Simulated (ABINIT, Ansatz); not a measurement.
## Sr2H3I (P-3m1): bands and cutoff in G0W0 with ABINIT

What does each rung of G0W0 on Sr2H3I (P-3m1) cost, and what does it buy?

Method: LDA and many-body steps on it, plane waves, in ABINIT 10.8.3.

**1. Set-up**

It takes space group P-3m1 (No. 164, trigonal). The conventional cell has a = 4.243 Å, b = 4.243 Å, c = 7.683 Å, α = 90.00°, β = 90.00°, γ = 120.00°. Nearest to Sr lie 7 H at 2.47 to 2.81 Å and 3 I at 3.48 Å. Nearest to H lie 6 H at 2.68 Å and 6 Sr at 2.81 Å. H has 4 Sr at 2.47 Å nearest. I has 6 Sr at 3.48 Å nearest. Farther neighbours and most contacts between anions are not listed.

The cell and positions are those that the Materials Project relaxed with its own functionals (PBE, PBE+U or r2SCAN), kept fixed. Spin-orbit coupling is left out unless a step names it.

**2. Empty states on the mesh, 3×3×2 mesh, 597 bands**

This step: ABINIT 10.8.3; DFT, LDA, plane waves, norm-conserving pseudopotentials.

The sums over transitions need many empty states on a uniform mesh; this step solves for them.

run.abi reads:

```
acell 3*1.0 Angstrom
rprim 
  4.242728767114 -0.000000000028 0.000000000000
  -2.121364383533 3.674310893702 0.000000000000
  0.000000000000 0.000000000000 7.682747430000
ntypat 3
znucl 38 1 53
natom 6
typat 1 1 2 2 2 3
xred 
  0.666666666667 0.333333333333 0.678655290000
  0.333333333333 0.666666666667 0.321344710000
  0.000000000000 0.000000000000 0.500000000000
  0.666666666667 0.333333333333 0.357251500000
  0.333333333333 0.666666666667 0.642748500000
  0.000000000000 0.000000000000 0.000000000000
pp_dirpath "pseudos"
pseudos "Sr.upf, H.upf, I.upf"
ecut 31
ngkpt 3 3 2
nshiftk 1
shiftk 0 0 0
kptopt 1
chksymbreak 0
iscf -2
irdden 1
istwfk *1
nband 597
nbdbuf 54
tolwfr 1e-09
nstep 60
prtvol 0
indata_prefix "in"
outdata_prefix "out"
tmpdata_prefix "tmp"
```

Run with:

```console
> OMP_NUM_THREADS=1 mpirun -n 4 abinit run.abi > log
```

Numbers of over 12 decimals in the logs are rounded to 6 here.

What it wrote:

```text
.Version 10.8.3 of ABINIT. v10.8.2 released Aug 2026.

 Symmetries : space group P-3 m 1 (#164); Bravais hP (primitive hexag.)
[... echo of the input left out ...]
== DATASET  1 ==================================================================
-   mpi_nproc: 4, omp_nthreads: 1 (-1 if OMP is not activated)

--- !DatasetInfo
iteration_state: {dtset: 1, }
dimensions: {natom: 6, nkpt: 6, mband: 597, nsppol: 1, nspinor: 1, nspden: 1, mpw: 6684, }
cutoff_energies: {ecut:  31.0, pawecutdg:  -1.0, }
[...]
5.77426    5.77432    5.78173    5.79581    5.80622    5.80634    5.81575    5.81723
   5.81806    5.83333    5.83519    5.83603    5.83694    5.84065    5.84616    5.84808
   5.85921    5.86206    5.86975    5.88164    5.88714
 prteigrs : prtvol=0 or 1, do not print more k-points.

== END DATASET(S) ==============================================================
================================================================================

 -outvars: echo values of variables after computation  --------
            nband         597
             nkpt           6
          spgroup         164
 [... the other variables as echoed above ...]

 Calculation completed.
```

Run time: 12 min. Hardware: 4 MPI ranks of Arm Neoverse V1, shared host; peak memory 0.79 GiB.

This step gave:

```
gap                                                           : 1.866 eV
k of the valence top                                          : 0, 0, 0.5
k of the conduction bottom                                    : 0.3333, 0.3333, 0
least direct gap                                              : 2.319 eV
k points computed                                             : 6
lowest point of the top converged band, above the valence top : 143.4816 eV
```

On this mesh the gap is 1.866 eV.

The density comes from a self-consistent run that is not shown.

**3. Screening, 3×3×2 mesh, 81 bands, screening to 95.2 eV**

The RPA dielectric matrix is built and inverted for each q.

This step: RPA screening on LDA, plane waves, norm-conserving pseudopotentials.

Edit run.abi of step 2 so:

```diff
@@ -24,10 +24,11 @@
 chksymbreak 0
-iscf -2
-irdden 1
 istwfk *1
-nband 597
-nbdbuf 54
-tolwfr 1e-09
-nstep 60
-prtvol 0
+occopt 1
+irdwfk 1
+optdriver 3
+nband 81
+ecuteps 3.5
+inclvkb 2
+awtr 1
+symchi 1
 indata_prefix "in"
```

What it wrote:

```text
.Version 10.8.3 of ABINIT. v10.8.2 released Aug 2026.

 Symmetries : space group P-3 m 1 (#164); Bravais hP (primitive hexag.)
[... echo of the input left out ...]
== DATASET  1 ==================================================================
-   mpi_nproc: 4, omp_nthreads: 1 (-1 if OMP is not activated)

--- !DatasetInfo
iteration_state: {dtset: 1, }
dimensions: {natom: 6, nkpt: 6, mband: 81, nsppol: 1, nspinor: 1, nspden: 1, mpw: 6684, }
cutoff_energies: {ecut:  31.0, pawecutdg:  -1.0, }
electrons: {nelect:   3.00000000E+01, charge:   0.00000000E+00, occopt:   1.00000000E+00, tsmear:   1.00000000E-02, }

 SCREENING: Calculation of the susceptibility and dielectric matrices

 Based on a program developped by R.W. Godby, V. Olevano, G. Onida, and L. Reining.
 Incorporated in ABINIT by V. Olevano, G.-M. Rignanese, and M. Torrent.
.Using double precision arithmetic ; gwpc =  8

[... cell and pseudopotentials left out ...]
--------------------------------------------------------------------------------

 ==== K-mesh for the wavefunctions ====
 Number of points in the irreducible wedge :     6
[... list of points left out ...]
 Together with 12 symmetry operations and time-reversal symmetry
 yields    18 points in the full Brillouin Zone.

 ==== Q-mesh for the screening function ====
 Number of points in the irreducible wedge :     6
[... list of points left out ...]
 Together with 12 symmetry operations and time-reversal symmetry
 yields    18 points in the full Brillouin Zone.

 setmesh: FFT mesh size selected  =    24x   24x   50
          total number of points  =        28800

 vcoul_init : cutoff-mode = AUXILIARY_FUNCTION
 q-points for optical limit:   1
     1)      0.000010    0.000020    0.000030

- screening: taking advantage of time-reversal symmetry
- Maximum band index for partially occupied states nbvw = 15
- Remaining bands to be divided among processors   nbcw = 66
- Number of bands treated by each node ~16

 Number of electrons calculated from density =   30.0000; Expected =   30.0000
 average of density, n =  0.037118
 r_s =    1.8597
 omega_plasma =   18.5844 [eV]

 calculating chi0 at frequencies [eV] :
  1    0.000000E+00    0.000000E+00
  2    0.000000E+00    1.858442E+01

--------------------------------------------------------------------------------
  q-point number  1        q = ( 0.000000, 0.000000, 0.000000) [r.l.u.]
--------------------------------------------------------------------------------
[... chi0 elements left out ...]
 For q-point:  0.000010 0.000020 0.000030
  dielectric constant =   5.5057
  dielectric constant without local fields =   6.2370

  Average fulfillment of the sum rule on Im[epsilon] for q-point    1 :     73.14  [%]
[... wings left out ...]
  q-point number  2        q = ( 0.333333, 0.000000, 0.000000) [r.l.u.]
--------------------------------------------------------------------------------
[... chi0 elements left out ...]
  Average fulfillment of the sum rule on Im[epsilon] for q-point    2 :     78.69  [%]

 [... 4 further q-points ...]
```

It took 18 s on 4 MPI ranks; peak memory 0.85 GiB.

Numbers from this step:

```
ε∞ with local fields, on this mesh, along the program's q direction : 5.506
the same without local fields                                       : 6.237
plasma frequency                                                    : 18.58 eV
plane waves in the screening matrix                                 : 247
```

Local fields lower ε∞ by 12 %. On a Γ-centred mesh this coarse the value itself is usually too large, while a short band sum pulls it down.

**4. 81 bands, 95.2 eV**

The self-energy is evaluated for the states that the input lists, and the levels follow from it, in one-shot runs by the linearised quasiparticle equation.

This step: G0W0 on LDA, plane waves, norm-conserving pseudopotentials.

Edit run.abi of step 3 so:

```diff
@@ -27,8 +27,19 @@
 irdwfk 1
-optdriver 3
+optdriver 4
 nband 81
+gwcalctyp 0
+ecutsigx 31
+symsigma 1
+nkptgw 3
+kptgw 
+  0.0000000000 0.0000000000 0.5000000000
+  0.3333333333 0.3333333333 0.0000000000
+  0.0000000000 0.0000000000 0.0000000000
+bdgw 
+  13 18
+  14 17
+  13 18
 ecuteps 3.5
-inclvkb 2
-awtr 1
-symchi 1
+irdscr 1
+ppmodel 1
 indata_prefix "in"
```

What it wrote:

```text
.Version 10.8.3 of ABINIT. v10.8.2 released Aug 2026.

 Symmetries : space group P-3 m 1 (#164); Bravais hP (primitive hexag.)
[... echo of the input left out ...]
== DATASET  1 ==================================================================
-   mpi_nproc: 4, omp_nthreads: 1 (-1 if OMP is not activated)

--- !DatasetInfo
iteration_state: {dtset: 1, }
dimensions: {natom: 6, nkpt: 6, mband: 81, nsppol: 1, nspinor: 1, nspden: 1, mpw: 6684, }
cutoff_energies: {ecut:  31.0, pawecutdg:  -1.0, }
electrons: {nelect:   3.00000000E+01, charge:   0.00000000E+00, occopt:   1.00000000E+00, tsmear:   1.00000000E-02, }

 SIGMA: Calculation of the GW corrections

 Based on a program developped by R.W. Godby, V. Olevano, G. Onida, and L. Reining.
 Incorporated in ABINIT by V. Olevano, G.-M. Rignanese, and M. Torrent.
.Using double precision arithmetic ; gwpc =  8

[... cell and pseudopotentials left out ...]
--------------------------------------------------------------------------------

 ==== K-mesh for the wavefunctions ====
 Number of points in the irreducible wedge :     6
[... list of points left out ...]
 Together with 12 symmetry operations and time-reversal symmetry
 yields    18 points in the full Brillouin Zone.

 ==== Q-mesh for screening function ====
 Number of points in the irreducible wedge :     6
[... list of points left out ...]
 Together with 12 symmetry operations and time-reversal symmetry
 yields    18 points in the full Brillouin Zone.

 vcoul_init : cutoff-mode = AUXILIARY_FUNCTION
 q-points for optical limit:   1
     1)      0.000010    0.000020    0.000030
 setmesh: FFT mesh size selected  =    36x   36x   75
          total number of points  =        97200

 Number of electrons calculated from density =   30.0000; Expected =   30.0000
 average of density, n =  0.037118
 r_s =    1.8597
 omega_plasma =   18.5844 [eV]

 === KS Band Gaps ===
  >>>> For spin  1
   Minimum direct gap =   2.3194 [eV], located at k-point      :   0.0000  0.0000  0.5000
   Fundamental gap    =   1.8666 [eV], Top of valence bands at :   0.0000  0.0000  0.5000
                                       Bottom of conduction at :   0.3333  0.3333  0.0000
 SIGMA fundamental parameters:
 PLASMON POLE MODEL  1
 number of plane-waves for SigmaX                 6655
 number of plane-waves for SigmaC and W            247
 number of plane-waves for wavefunctions          6655
 number of bands                                    81
 number of independent spin polarizations            1
 number of spinorial components                      1
 number of k-points in IBZ                           6
 number of q-points in IBZ                           6
 number of symmetry operations                      12
 number of k-points in BZ                           18
 number of q-points in BZ                           18
 number of frequencies for dSigma/dE                 9
 frequency step for dSigma/dE [eV]                0.25
 number of omega for Sigma on real axis              0
 max omega for Sigma on real axis  [eV]           0.00
 zcut for avoiding poles [eV]                     0.10

 EPSILON^-1 parameters (SCR file):
 dimension of the eps^-1 matrix on file            247
 dimension of the eps^-1 matrix used               247
 number of plane-waves for wavefunctions          6655
 number of bands                                    81
 number of q-points in IBZ                           6
 number of frequencies                               2
 number of real frequencies                          1
 number of imag frequencies                          1

 matrix elements of self-energy operator (all in [eV])

 Perturbative Calculation

--- !SelfEnergy_ee
iteration_state: {dtset: 1, }
kpoint     : [   0.000,    0.000,    0.500, ]
spin       : 1
KS_gap     :    2.319
QP_gap     :    3.888
Delta_QP_KS:    1.568
data: !SigmaeeData |
     Band     E0 <VxcDFT>   SigX SigC(E0)      Z dSigC/dE  Sig(E)    E-E0       E
       13   2.488 -11.332 -14.038   2.097   0.804  -0.244 -11.822  -0.489   1.999
       14   2.488 -11.332 -14.038   2.097   0.804  -0.244 -11.822  -0.489   1.999
       15   4.994 -10.962 -13.383   1.811   0.786  -0.272 -11.442  -0.480   4.514
       16   7.314  -8.552  -3.978  -3.263   0.830  -0.205  -7.464   1.088   8.402
       17   7.435  -9.944  -4.921  -3.307   0.821  -0.218  -8.535   1.409   8.843
       18   7.435  -9.944  -4.921  -3.307   0.821  -0.218  -8.535   1.409   8.843

--- !SelfEnergy_ee
iteration_state: {dtset: 1, }
kpoint     : [   0.333,    0.333,    0.000, ]
spin       : 1
KS_gap     :    4.518
QP_gap     :    6.349
Delta_QP_KS:    1.831
data: !SigmaeeData |
     Band     E0 <VxcDFT>   SigX SigC(E0)      Z dSigC/dE  Sig(E)    E-E0       E
[...]
--- !SelfEnergy_ee
iteration_state: {dtset: 1, }
kpoint     : [   0.000,    0.000,    0.000, ]
spin       : 1
KS_gap     :    2.689
QP_gap     :    4.320
Delta_QP_KS:    1.632
data: !SigmaeeData |
     Band     E0 <VxcDFT>   SigX SigC(E0)      Z dSigC/dE  Sig(E)    E-E0       E
[...]
16   7.567  -9.019  -4.311  -3.292   0.825  -0.212  -7.850   1.169   8.736
       17   7.653 -10.364  -5.050  -3.442   0.818  -0.222  -8.833   1.531   9.184
       18   7.653 -10.364  -5.050  -3.442   0.818  -0.222  -8.833   1.531   9.184

== END DATASET(S) ==============================================================
================================================================================

 -outvars: echo values of variables after computation  --------
           etotal      0.0000000000E+00
            nband          81
             nkpt           6
          spgroup         164
 [... the other variables as echoed above ...]

 Calculation completed.
```

It took 11 s on 4 MPI ranks; peak memory 0.73 GiB; 42 s of CPU time.

This step gave:

```yaml
g0w0_gap_on_the_points_computed: 3.563 eV
starting_gap_on_the_mesh: 1.866 eV
k_of_the_valence_top: 0, 0, 0.5
k_of_the_conduction_bottom: 0.3333, 0.3333, 0
z_at_the_valence_top: 0.786
z_at_the_conduction_bottom: 0.823
least_direct_g0w0_gap_on_the_computed_points: 3.888 eV
```

The gap on the mesh goes from 1.87 eV to 3.56 eV, a correction of +1.70 eV.

**5. Screening, 3×3×2 mesh, 230 bands, screening to 176.9 eV**

This step: RPA screening on LDA, plane waves, norm-conserving pseudopotentials.

Edit run.abi of step 4 so:

```diff
@@ -27,19 +27,8 @@
 irdwfk 1
-optdriver 4
-nband 81
-gwcalctyp 0
-ecutsigx 31
-symsigma 1
-nkptgw 3
-kptgw 
-  0.0000000000 0.0000000000 0.5000000000
-  0.3333333333 0.3333333333 0.0000000000
-  0.0000000000 0.0000000000 0.0000000000
-bdgw 
-  13 18
-  14 17
-  13 18
-ecuteps 3.5
-irdscr 1
-ppmodel 1
+optdriver 3
+nband 230
+ecuteps 6.5
+inclvkb 2
+awtr 1
+symchi 1
 indata_prefix "in"
```

What it wrote:

```text
.Version 10.8.3 of ABINIT. v10.8.2 released Aug 2026.

 Symmetries : space group P-3 m 1 (#164); Bravais hP (primitive hexag.)
[... echo of the input left out ...]
== DATASET  1 ==================================================================
-   mpi_nproc: 4, omp_nthreads: 1 (-1 if OMP is not activated)

--- !DatasetInfo
iteration_state: {dtset: 1, }
dimensions: {natom: 6, nkpt: 6, mband: 230, nsppol: 1, nspinor: 1, nspden: 1, mpw: 6684, }
cutoff_energies: {ecut:  31.0, pawecutdg:  -1.0, }
electrons: {nelect:   3.00000000E+01, charge:   0.00000000E+00, occopt:   1.00000000E+00, tsmear:   1.00000000E-02, }

 SCREENING: Calculation of the susceptibility and dielectric matrices

 Based on a program developped by R.W. Godby, V. Olevano, G. Onida, and L. Reining.
 Incorporated in ABINIT by V. Olevano, G.-M. Rignanese, and M. Torrent.
.Using double precision arithmetic ; gwpc =  8

[... cell and pseudopotentials left out ...]
--------------------------------------------------------------------------------

 ==== K-mesh for the wavefunctions ====
 Number of points in the irreducible wedge :     6
[... list of points left out ...]
 Together with 12 symmetry operations and time-reversal symmetry
 yields    18 points in the full Brillouin Zone.

 ==== Q-mesh for the screening function ====
 Number of points in the irreducible wedge :     6
[... list of points left out ...]
 Together with 12 symmetry operations and time-reversal symmetry
 yields    18 points in the full Brillouin Zone.

 setmesh: FFT mesh size selected  =    25x   25x   54
          total number of points  =        33750

 vcoul_init : cutoff-mode = AUXILIARY_FUNCTION
 q-points for optical limit:   1
     1)      0.000010    0.000020    0.000030

- screening: taking advantage of time-reversal symmetry
- Maximum band index for partially occupied states nbvw = 15
- Remaining bands to be divided among processors   nbcw = 215
- Number of bands treated by each node ~53

 Number of electrons calculated from density =   30.0000; Expected =   30.0000
 average of density, n =  0.037118
 r_s =    1.8597
 omega_plasma =   18.5844 [eV]

 calculating chi0 at frequencies [eV] :
  1    0.000000E+00    0.000000E+00
  2    0.000000E+00    1.858442E+01

--------------------------------------------------------------------------------
  q-point number  1        q = ( 0.000000, 0.000000, 0.000000) [r.l.u.]
--------------------------------------------------------------------------------
[... chi0 elements left out ...]
 For q-point:  0.000010 0.000020 0.000030
  dielectric constant =   5.5173
  dielectric constant without local fields =   6.2415

  Average fulfillment of the sum rule on Im[epsilon] for q-point    1 :     91.03  [%]
[... wings left out ...]
  q-point number  2        q = ( 0.333333, 0.000000, 0.000000) [r.l.u.]
--------------------------------------------------------------------------------
[... chi0 elements left out ...]
  Average fulfillment of the sum rule on Im[epsilon] for q-point    2 :     93.06  [%]

 [... 4 further q-points ...]
```

Wall time 96 s (4 MPI ranks); peak memory 1.5 GiB; 6.4 min of CPU time.

Numbers from this step:

* ε∞ with local fields, on this mesh, along the program's q direction: 5.517
* the same without local fields: 6.242
* plasma frequency: 18.58 eV
* plane waves in the screening matrix: 659

(Continued in part 2 of 2.)

[Paths, hosts, dates, memory and timing lines, banners, echoed tables and standing remarks are left out of the program output.]

[Logs are printed without paths, hosts, clocks, repeated set-up lines and the standing remarks that a program may print on its own settings, such as how far it seeks lower states.]

[Runs of the session that timed out or met a known fault of the program may be left out.]

[Hosts, paths, dates, database ids (printed as entryN), source tags and the programs' standing remarks are cut or masked in the printed files.]

[G0W0 gaps are taken among the corrected bands and points alone; a level outside them can change the order at an edge.]

[Where Ansatz stands beside ABINIT at settings called matched, ABINIT's density can come from a denser mesh and the files from another edition; pairs whose starting gaps differed by over 0.03 eV were left out, so agreement reads better than it is.]
